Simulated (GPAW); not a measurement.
# Core-hole calculation of the Be K edge in Be (Beryllium, P6_3/mmc)

What does one-electron theory with a core hole give for the Be K edge of Be (Beryllium, P6_3/mmc)?

Program: GPAW 26.7.0. Level of theory: X-ray absorption from dipole matrix elements to empty bands, plane-wave PAW PBE. Results are calculated unless marked as measured.

### Step 1. Set-up

Symmetry: P6_3/mmc, No. 194, hexagonal system. Conventional cell: a = 2.285 Å, b = 2.285 Å, c = 3.584 Å, α = 90.00°, β = 90.00°, γ = 120.00°. Nearest to Be lie 12 Be at 2.23 to 2.29 Å.

As a file:

```
Be
1.0
     2.28530    0.00000    0.00000
    -1.14265    1.97913    0.00000
     0.00000    0.00000    3.58420
Be
2
Direct
  0.66667 0.33333 0.75000
  0.33333 0.66667 0.25000
```

### Step 2. Ground state of the crystal

A plain self-consistent run shows whether there is a gap, which decides the set-up of the core-hole run.

scf.py

```python
import numpy as np
from ase import Atoms
from ase.parallel import parprint, paropen
from gpaw import GPAW, PW, FermiDirac, Mixer, MixerDif, setup_paths
from gpaw.test import gen
setup_paths.insert(0, '.')
gen('Be', name='nch1s', xcname='PBE', corehole=(1, 0, 0), write_xml=True)
from gpaw.mpi import world
world.barrier()

atoms = Atoms('Be2',
    cell=[[2.2853, 0, 0],
     [-1.14265, 1.97912786, 0],
     [0, 0, 3.5842]],
    scaled_positions=[[0.66666667, 0.33333333, 0.75],
     [0.33333333, 0.66666667, 0.25]],
    pbc=True)
atoms.calc = calc = GPAW(legacy_gpaw=True, mode=PW(430, force_complex_dtype=True), xc='PBE', setups={0: 'nch1s'},
    kpts={'size': (12, 12, 7), 'gamma': True}, occupations=FermiDirac(0.05),
    charge=0, mixer=Mixer(0.1, 5, 50), maxiter=150,
    convergence={'density': 0.0001, 'eigenstates': 1e-6}, txt='scf.txt')
energy = atoms.get_potential_energy() + calc.get_reference_energy()
ef = calc.get_fermi_level()
out = dict(energy=energy, fermi=ef, forces=atoms.get_forces().tolist())
parprint(f'all-electron energy {energy:.4f} eV, Fermi level {ef:.4f} eV')
ev = np.array([[calc.get_eigenvalues(k, s) for k in range(len(calc.get_ibz_k_points()))] for s in range(calc.get_number_of_spins())])
out['homo'], out['lumo'], out['counts'] = ev[ev < ef].max(), ev[ev > ef].min(), sorted(set((ev < ef).sum((0, 2)).tolist()))
out['filled'] = (ev[:, 0] < ef).sum(1).tolist()
import json
with paropen('out.json', 'w') as f:
    json.dump(out, f)
```

The run is started by

```console
OMP_NUM_THREADS=1 mpirun -n 4 gpaw python scf.py
```

Numbers of over 12 decimals in the logs are rounded to 6 here.

Log:

```text
Input parameters:
  convergence: {density: 0.0001,
                eigenstates: 1e-06}
  kpts: {gamma: True,
         size: (12, 12, 7)}
  maxiter: 150
  mixer: {backend: pulay,
          beta: 0.1,
          method: separate,
          nmaxold: 5,
          weight: 50}
  mode: {ecut: 430.0,
         force_complex_dtype: True,
         name: pw}
  occupations: {fixmagmom: False,
                name: fermi-dirac,
                width: 0.05}
  setups: {0: nch1s}
  xc: PBE

Initialize ...

[... PAW data sets ...]

Reference energy: -796.370000  # eV

Spin-paired calculation

[... convergence settings ...]
Symmetries present (total): 2
  [... symmetry matrices ...]

1008 k-points: 12 x 12 x 7 Monkhorst-Pack grid + [1/24,1/24,0.000000]
277 k-points in the irreducible part of the Brillouin zone
       k-points in crystal coordinates                weights
   0:    -0.00000000   -0.00000000    0.00000000          1/1008
   1:    -0.00000000   -0.00000000    0.14285714          2/1008
   2:    -0.00000000   -0.00000000    0.28571429          2/1008
   3:    -0.00000000   -0.00000000    0.42857143          2/1008
   4:    -0.00000000    0.08333333   -0.42857143          2/1008
   5:    -0.00000000    0.08333333   -0.28571429          2/1008
   6:    -0.00000000    0.08333333   -0.14285714          2/1008
   7:    -0.00000000    0.08333333    0.00000000          2/1008
   8:    -0.00000000    0.08333333    0.14285714          2/1008
   9:    -0.00000000    0.08333333    0.28571429          2/1008
          ...
 276:     0.50000000    0.50000000    0.42857143          4/1008

Wave functions: Plane wave expansion
  Cutoff energy: 430.000 eV
  Number of coefficients (min, max): 313, 338
  Pulay-stress correction: 0.000000 eV/Ang^3 (de/decut=0.000000)
  Using FFTW library
  Wavefunction extrapolation:
    Improved wavefunction reuse through dual PAW basis

Occupation numbers: Fermi-Dirac:
  width: 0.0500  # eV

Eigensolver
   Davidson(niter=2)

Densities:
  Coarse grid: 12*12*18 grid
  Fine grid: 24*24*36 grid
  Total Charge: 0.000000

Density mixing:
  Method: separate
  Backend: pulay
  Linear mixing parameter: 0.1
  old densities: 5
  Width of damping distribution: 1.1
  Damping of long wavelength oscillations: 50

[... Hamiltonian set-up ...]
Number of atoms: 2
Number of atomic orbitals: 8
Number of bands in calculation: 7
Number of valence electrons: 4
Bands to converge: occupied

... initialized

Initializing position-dependent things.

Density initialized from atomic densities
Creating initial wave functions:
  7 bands from LCAO basis set

          Be

        Be

Atomic positions and initial magnetic moments

Positions:
   0 Be     1.142650    0.659709    2.688150    ( 0.0000,  0.0000,  0.0000)
   1 Be    -0.000000    1.319419    0.896050    ( 0.0000,  0.0000,  0.0000)

Unit cell:
           periodic     x           y           z      points  spacing
  1. axis:    yes    2.285300    0.000000    0.000000    12     0.1649
  2. axis:    yes   -1.142650    1.979128    0.000000    12     0.1649
  3. axis:    yes    0.000000    0.000000    3.584200    18     0.1991

  Lengths:   2.285300   2.285300   3.584200
  Angles:   90.000000  90.000000 120.000000

Effective grid spacing dv^(1/3) = 0.1842

iter:   1    -7.426972
iter:   2    -7.427514   -2.37  -1.32
iter:   3    -7.433270   -2.79  -1.36
iter:   4    -7.433121   -5.12  -2.08
iter:   5    -7.433201c  -5.94  -2.53
iter:   6    -7.433206c  -6.96c -3.13
iter:   7    -7.433208c  -7.11c -3.26
iter:   8    -7.433208c  -9.21c -4.43c

Converged after 8 iterations.

Dipole moment: (0.000778, -0.000449, -0.001964) |e|*Ang

Energy contributions relative to reference atoms: (reference = -796.370000)

Kinetic:         +5.257018
Potential:       -2.032072
External:        +0.000000
XC:             -10.600036
Entropy (-ST):   -0.000962
Local:           -0.057637
SIC:             +0.000000
--------------------------
Free energy:     -7.433689
Extrapolated:    -7.433208

Showing only first 2 kpts
 Kpt  Band  Eigenvalues  Occupancy
  0     0     -3.95249    2.00000
  0     1      2.94905    2.00000
  0     2      8.38100    0.00000
  0     3     22.91063    0.00000

  1     0     -3.77607    2.00000
  1     1      2.01583    2.00000
  1     2      9.72142    0.00000
  1     3     23.06974    0.00000

Fermi level: 7.69153

No gap
No difference between direct/indirect transitions

Forces in eV/Ang:
  0 Be    0.00000    0.00000   -0.00000
  1 Be    0.00000   -0.00000    0.00000
Scalar-relativistic atomic PBE calculation for Be (Beryllium, Z=4)
Core hole in 1s state (1s occupation: 2.0)
300 radial gridpoints.
|------------------------------------------------|
|------------------------------------------------|
[... the atom generator's iteration count ...]

Energy contributions:
-------------------------
Kinetic:      +14.566518
XC:            -2.719856
Potential:    -26.479692
-------------------------
Total:        -14.633030

state      eigenvalue         ekin         rmax
-----------------------------------------------
1s^2.0 :    -3.903212     6.718943        0.266
2s^2.0 :    -0.206149     0.564316        2.042
2p^0.0 :    -0.074159     0.360697        2.293
-----------------------------------------------
(units: Bohr and Hartree)

Generating PAW setup
Kinetic energy of the core from tauc = 13.440751
Cutoffs:
rc(s)=1.500
rc(p)=1.500
rc(d)=1.500
rc(vbar)=1.350
rc(comp)=1.500
rc(nct)=1.500

Kinetic energy of the core states: 13.437887
Charge: 0.0
Core electrons: 2.0
Valence electrons: 2.0
Pseudo-core charge: 0.139656
Shape function alpha=4.444
Pseudo-electron charge 2.135289
state    eigenvalue         norm
--------------------------------
2s(2) :    -0.206149     0.997817
*s    :     0.793851
2p(0) :    -0.074159     0.989811
*p    :     0.925841
*d    :     0.000000
--------------------------------

Diagonalizing with gridspacing h=0.050

state   all-electron     PAW
-------------------------------
2s:      -0.206149    -0.206219
2p:      -0.074159    -0.074241
*d:                    0.039245
*f:                    0.071379
-------------------------------
all-electron energy -803.8032 eV, Fermi level 7.6915 eV
```

The job ended after 4.7 s (4 MPI ranks of AMD EPYC 9R14 (Zen 4), shared host; peak memory 0.16 GiB; 17 s of CPU time).

The mesh shows no gap, so the system is treated as a metal and the core electron is put at the Fermi level (neutral cell).

### Step 3. Spectrum without a core hole, Be atom 1

Without a hole the spectrum is the empty density of states of the right symmetry on the absorber, weighted by matrix elements. It needs only the small cell and serves as the baseline. The data set with a hole of occupation 0 only carries the core orbital.

The absorber has 6 Be at 2.23 Å and 6 Be at 2.29 Å (anticuboctahedral, as in hcp, site symmetry -6m2).

xas.py

```python
import numpy as np
from ase import Atoms
from ase.parallel import parprint, paropen
from gpaw import GPAW, PW, FermiDirac, Mixer, MixerDif, setup_paths
from gpaw.test import gen
setup_paths.insert(0, '.')
gen('Be', name='nch1s', xcname='PBE', corehole=(1, 0, 0), write_xml=True)
from gpaw.mpi import world
world.barrier()

atoms = Atoms('Be2',
    cell=[[2.2853, 0, 0],
     [-1.14265, 1.97912786, 0],
     [0, 0, 3.5842]],
    scaled_positions=[[0.66666667, 0.33333333, 0.75],
     [0.33333333, 0.66666667, 0.25]],
    pbc=True)
atoms.calc = calc = GPAW(legacy_gpaw=True, mode=PW(430, force_complex_dtype=True), xc='PBE', setups={0: 'nch1s'},
    kpts={'size': (17, 17, 10), 'gamma': True}, occupations=FermiDirac(0.1),
    charge=0, mixer=Mixer(0.1, 5, 50), maxiter=150,
    convergence={'density': 0.0001, 'eigenstates': 1e-6}, txt='scf.txt')
energy = atoms.get_potential_energy() + calc.get_reference_energy()
ef = calc.get_fermi_level()
out = dict(energy=energy, fermi=ef, forces=atoms.get_forces().tolist())
parprint(f'all-electron energy {energy:.4f} eV, Fermi level {ef:.4f} eV')
ev = np.array([[calc.get_eigenvalues(k, s) for k in range(len(calc.get_ibz_k_points()))] for s in range(calc.get_number_of_spins())])
out['homo'], out['lumo'], out['counts'] = ev[ev < ef].max(), ev[ev > ef].min(), sorted(set((ev < ef).sum((0, 2)).tolist()))
out['filled'] = (ev[:, 0] < ef).sum(1).tolist()

from ase.units import Ha
from gpaw.xas import dipole_matrix_elements
nb = int(calc.get_number_of_electrons() / 2) + 13
top = nb
nscf = calc.fixed_density(kpts={'size': (15, 15, 9), 'gamma': True},
    convergence={'eigenstates': 1.0}, txt='nscf.txt')
nscf.diagonalize_full_hamiltonian(nbands=nb)
cell = atoms.cell.array
ops = [cell.T @ U.T @ np.linalg.inv(cell.T) for U in nscf.wfs.kd.symmetry.op_scc]
E = np.arange(-25, 34, 0.1)
fwhm = np.interp(E, [4, 25], [0.9, 3.5])
Y, X, zero, highest = 0, 0, 1e9, 1e9
for spin in range(nscf.get_number_of_spins()):
    wfs = nscf.wfs
    mine = wfs.bd.get_slice()  # this rank's bands
    A = dipole_matrix_elements(wfs.setups[0])
    eps = np.zeros((wfs.kd.nibzkpts, nb))
    d = np.zeros((3, A.shape[1], wfs.kd.nibzkpts, nb), complex)
    for kpt in wfs.kpt_u:
        if kpt.s == spin and 0 in kpt.P_ani:
            eps[kpt.k, mine] = kpt.eps_n * Ha
            d[:, :, kpt.k, mine] = (kpt.weight * wfs.nspins / 2) ** 0.5 * np.inner(A, kpt.P_ani[0])
    world.sum(eps)
    world.sum(d)
    T = np.einsum('amkn,bmkn->abkn', d, d.conj()).real
    T = sum(np.einsum('ai,ijkn,bj->abkn', R, T, R) for R in ops) / len(ops)
    empty = eps > ef
    zero, highest = min(zero, eps[empty].min()), min(highest, eps[:, top - 1].min())
    lines = [(eps, T, empty)] if spin == 0 else lines + [(eps, T, empty)]
for eps, T, empty in lines:
    f = np.einsum('aakn->akn', T).reshape(3, -1)
    x = eps.ravel() - zero
    w = np.interp(x, E, fwhm) / 2.35482
    g = np.exp(-0.5 * ((E[:, None] - x) / w) ** 2) / (w * (2 * np.pi) ** 0.5)
    Y = Y + (f * empty.ravel()) @ g.T
    X = X + (f * ~empty.ravel()) @ g.T
out.update(E=E.round(2).tolist(), xas=Y.tolist(), xes=X.tolist(), zero=zero, valid=highest - zero, nk=len(eps), nb=nb)
for i in range(0, len(E), 10):
    parprint(f'{E[i]:7.2f}', *(f'{v:10.3e}' for v in Y[:, i]))
import json
with paropen('out.json', 'w') as f:
    json.dump(out, f)
```

The run is started by

```console
OMP_NUM_THREADS=1 mpirun -n 4 gpaw python xas.py
```

Log:

```text
Input parameters:
  convergence: {density: 0.0001,
                eigenstates: 1e-06}
  kpts: {gamma: True,
         size: (17, 17, 10)}
  maxiter: 150
  mixer: {backend: pulay,
          beta: 0.1,
          method: separate,
          nmaxold: 5,
          weight: 50}
  mode: {ecut: 430.0,
         force_complex_dtype: True,
         name: pw}
  occupations: {fixmagmom: False,
                name: fermi-dirac,
[...]
*p    :     0.925841
*d    :     0.000000
--------------------------------

Diagonalizing with gridspacing h=0.050

state   all-electron     PAW
-------------------------------
2s:      -0.206149    -0.206219
2p:      -0.074159    -0.074241
*d:                    0.039245
*f:                    0.071379
-------------------------------
all-electron energy -803.7892 eV, Fermi level 7.2389 eV
[...]
32.00  5.692e-04  5.692e-04  5.764e-04
  33.00  5.451e-04  5.451e-04  5.344e-04
[key lines of the parts left out:]
Converged after 8 iterations.
Dipole moment: (0.000792, -0.000457, -0.001973) |e|*Ang
Free energy:     -7.422441
Fermi level: 7.23889
```

Wall time 16 s (4 MPI ranks); peak memory 0.27 GiB; 62 s of CPU time.

The Be K spectrum, Be atom 1, no core hole (energy from the lowest empty level; intensity scaled to a mean of 1 over the first 20 eV; polarised curves are means over the symmetry-equivalent atoms):

| E (eV) | isotropic | ε ⊥ c | ε ∥ c |
| --- | --- | --- | --- |
| -2.00 | 0.00 | 0.00 | 0.00 |
| -1.25 | 0.00 | 0.00 | 0.00 |
| -0.50 | 0.02 | 0.02 | 0.03 |
| 0.25 | 0.21 | 0.23 | 0.16 |
| 1.00 | 0.34 | 0.39 | 0.26 |
| 1.75 | 0.68 | 0.57 | 0.89 |
| 2.50 | 0.67 | 0.63 | 0.75 |
| 3.25 | 0.50 | 0.46 | 0.59 |
| 4.00 | 0.58 | 0.56 | 0.60 |
| 4.75 | 0.57 | 0.59 | 0.54 |
| 5.50 | 0.58 | 0.60 | 0.53 |
| 6.25 | 0.85 | 0.87 | 0.81 |
| 7.00 | 0.86 | 0.91 | 0.76 |
| 7.75 | 0.80 | 0.85 | 0.70 |
| 8.50 | 0.90 | 0.94 | 0.81 |
| 9.25 | 1.01 | 1.07 | 0.89 |
| 10.00 | 1.01 | 1.11 | 0.81 |
| 10.75 | 1.00 | 1.12 | 0.76 |
| 11.50 | 0.99 | 1.11 | 0.75 |
| 12.25 | 1.01 | 1.10 | 0.82 |
| 13.00 | 1.21 | 1.27 | 1.09 |
| 13.75 | 1.59 | 1.56 | 1.64 |
| 14.50 | 1.97 | 1.82 | 2.28 |
| 15.25 | 2.18 | 1.94 | 2.66 |
| 16.00 | 2.06 | 1.87 | 2.45 |
| 16.75 | 1.69 | 1.62 | 1.84 |
| 17.50 | 1.29 | 1.30 | 1.25 |
| 18.25 | 0.95 | 0.98 | 0.88 |
| 19.00 | 0.68 | 0.68 | 0.69 |
| 19.75 | 0.52 | 0.47 | 0.61 |
| 20.50 | 0.46 | 0.40 | 0.59 |
| 21.25 | 0.50 | 0.45 | 0.60 |
| 22.00 | 0.56 | 0.53 | 0.61 |
| 22.75 | 0.59 | 0.59 | 0.58 |
| 23.50 | 0.57 | 0.59 | 0.51 |
| 24.25 | 0.51 | 0.56 | 0.42 |
| 25.00 | 0.45 | 0.51 | 0.34 |
| 25.75 | 0.42 | 0.48 | 0.29 |
| 26.50 | 0.41 | 0.47 | 0.29 |
| 27.25 | 0.43 | 0.48 | 0.34 |

Main maxima below 24 eV (height): 2.1 eV (0.74), 6.6 eV (0.91), 15.4 eV (2.18) and 22.8 eV (0.59). A K edge sees empty p states on the absorber.

The same matrix elements for filled bands give the Be K emission of Be atom 1 (ground-state approximation; energy from the lowest empty level, largest value 1):

| E (eV) | emission |
| --- | --- |
| -24.00 | 0.00 |
| -23.25 | 0.00 |
| -22.50 | 0.00 |
| -21.75 | 0.00 |
| -21.00 | 0.00 |
| -20.25 | 0.00 |
| -19.50 | 0.00 |
| -18.75 | 0.00 |
| -18.00 | 0.00 |
| -17.25 | 0.00 |
| -16.50 | 0.00 |
| -15.75 | 0.00 |
| -15.00 | 0.00 |
| -14.25 | 0.00 |
| -13.50 | 0.00 |
| -12.75 | 0.00 |
| -12.00 | 0.00 |
| -11.25 | 0.00 |
| -10.50 | 0.03 |
| -9.75 | 0.08 |
| -9.00 | 0.13 |
| -8.25 | 0.20 |
| -7.50 | 0.29 |
| -6.75 | 0.37 |
| -6.00 | 0.50 |
| -5.25 | 0.65 |
| -4.50 | 0.80 |
| -3.75 | 0.89 |
| -3.00 | 0.99 |
| -2.25 | 0.88 |
| -1.50 | 0.73 |
| -0.75 | 0.41 |
| 0.00 | 0.09 |
| 0.75 | 0.00 |
| 1.50 | 0.00 |
| 2.25 | 0.00 |
| 3.00 | 0.00 |

Emission maxima: -2.8 eV (1.00).

### Step 4. Supercell without a hole, the energy reference

The photon energy needs a difference of total energies, so the cell and mesh of the coming hole run are first run without a hole.

scf.py: that of step 2 with these lines changed.

```diff
@@ -10,11 +10,25 @@
 
-atoms = Atoms('Be2',
-    cell=[[2.2853, 0, 0],
-     [-1.14265, 1.97912786, 0],
-     [0, 0, 3.5842]],
-    scaled_positions=[[0.66666667, 0.33333333, 0.75],
-     [0.33333333, 0.66666667, 0.25]],
+atoms = Atoms('Be16',
+    cell=[[0, -3.95825571, -3.5842],
+     [0, 3.95825571, -3.5842],
+     [4.5706, 0, 3.5842]],
+    scaled_positions=[[0.66666667, 0.83333333, 0.25],
+     [0.16666667, 0.33333333, 0.25],
+     [0.91666667, 0.08333333, 0.75],
+     [0.54166667, 0.20833333, 0.5],
+     [0.29166667, 0.95833333, 0],
+     [0.41666667, 0.58333333, 0.75],
+     [0.04166667, 0.70833333, 0.5],
+     [0.79166667, 0.45833333, 0],
+     [0.70833333, 0.04166667, 0],
+     [0.20833333, 0.54166667, 0],
+     [0.95833333, 0.29166667, 0.5],
+     [0.58333333, 0.41666667, 0.25],
+     [0.33333333, 0.16666667, 0.75],
+     [0.45833333, 0.79166667, 0.5],
+     [0.08333333, 0.91666667, 0.25],
+     [0.83333333, 0.66666667, 0.75]],
     pbc=True)
 atoms.calc = calc = GPAW(legacy_gpaw=True, mode=PW(430, force_complex_dtype=True), xc='PBE', setups={0: 'nch1s'},
-    kpts={'size': (12, 12, 7), 'gamma': True}, occupations=FermiDirac(0.05),
+    kpts={'size': (6, 6, 6), 'gamma': True}, occupations=FermiDirac(0.1),
     charge=0, mixer=Mixer(0.1, 5, 50), maxiter=150,
```

The run is started by

```console
OMP_NUM_THREADS=1 mpirun -n 4 gpaw python scf.py
```

Log:

```text
Input parameters:
  convergence: {density: 0.0001,
                eigenstates: 1e-06}
  kpts: {gamma: True,
         size: (6, 6, 6)}
  maxiter: 150
  mixer: {backend: pulay,
          beta: 0.1,
          method: separate,
          nmaxold: 5,
          weight: 50}
  mode: {ecut: 430.0,
         force_complex_dtype: True,
         name: pw}
  occupations: {fixmagmom: False,
                name: fermi-dirac,
[...]
--------------------------------
2s(2) :    -0.206149     0.997817
*s    :     0.793851
2p(0) :    -0.074159     0.989811
*p    :     0.925841
*d    :     0.000000
--------------------------------

Diagonalizing with gridspacing h=0.050

state   all-electron     PAW
-------------------------------
2s:      -0.206149    -0.206219
2p:      -0.074159    -0.074241
*d:                    0.039245
*f:                    0.071379
-------------------------------
all-electron energy -6430.1495 eV, Fermi level 7.3235 eV
[key lines of the parts left out:]
Converged after 8 iterations.
Dipole moment: (0.002597, -0.000228, 0.005148) |e|*Ang
Free energy:    -59.208663
Fermi level: 7.32348
```

Elapsed: 20 s, on 4 MPI ranks; peak memory 0.29 GiB; 77 s of CPU time.

Reference energy: -6430.150 eV with the cores included.

[end of part 1 of 3]

[Banner, clock and machine lines of the logs are left out without a mark of their own.]

[Logs are printed without paths, hosts, clocks, repeated set-up lines and the standing remarks that a program may print on its own settings, such as how far it seeks lower states.]

[Hosts, paths, dates, database ids (printed as entryN), source tags and the programs' standing remarks are cut or masked in the printed files.]

[Lists of maxima count a maximum above −3 eV only where it reaches 4 % of the highest in the window and stands out from its surroundings by 2 % of it (1.5 % where it reaches 55 %); shoulders and weaker maxima are passed over, and of the rest the first, up to two pre-edge ones and the few strongest are named.]
